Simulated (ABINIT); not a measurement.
AlN (F-43m): least direct gap against volume

The cell of AlN (F-43m) is scaled evenly and the response computed anew at each volume, on one mesh.

It takes space group F-43m (No. 216, cubic). The conventional cell has a = 4.368 Å, b = 4.368 Å, c = 4.368 Å, α = 90.00°, β = 90.00°, γ = 90.00°. Al on site a has 4 N at 1.89 Å as nearest neighbours. N on site d is surrounded by 4 Al at 1.89 Å.

Method: ABINIT 10.8.3, LDA, independent particles, k-mesh 13×13×13, Lorentzian half width 0.04 eV.

Launch of the response step: `optic optic.abi`. The series took 2.3 min in all, its band step included, on 4 threads of Intel(R) Xeon(R) Processor @ 2.70GHz, on a shared host.

```
V/V₀  V (Å³, primitive cell)  least direct gap (eV)
0.94                   19.58                  4.809
0.97                   20.21                  4.519
1.00                   20.83                  4.244
1.03                   21.46                      ?
1.06                   22.08                  3.733
```

For small changes the quantity should be close to linear in ln V.

Working, on the rows shown:

| x = ln(V/V₀) | y = least direct gap |
| --- | --- |
| -0.0618754 | 4.809 |
| -0.0304592 | 4.519 |
| 0 | 4.244 |
| 0.0582689 | 3.733 |

Means: x̄ = -0.0085164, ȳ = 4.3262. Σ(x − x̄)(y − ȳ) = -0.07031, Σ(x − x̄)² = 0.007861. Slope = -0.07031 / 0.007861 = -8.944; intercept = ȳ − slope · x̄ = 4.2501. The line misses the rows shown by at most 0.0061 eV.

Predict the last column of the withheld row from the fit.

At x = 0.029559 the line gives y = 3.9857 eV. The run gave 3.982 eV, so the interpolation is off by 0.0037 eV, 0.3 % of the range in the table.

Between the rows on either side of x = 0 the slope is (3.982 − 4.519) / (0.029559 − (-0.030459)) = -8.947. That is a volume deformation potential of -8.9 eV: the least direct gap on this mesh widens by 89 meV for each per cent of compression. LDA gaps are as a rule too small.

[Logs are printed without paths, hosts, clocks, repeated set-up lines and the standing remarks that a program may print on its own settings, such as how far it seeks lower states.]
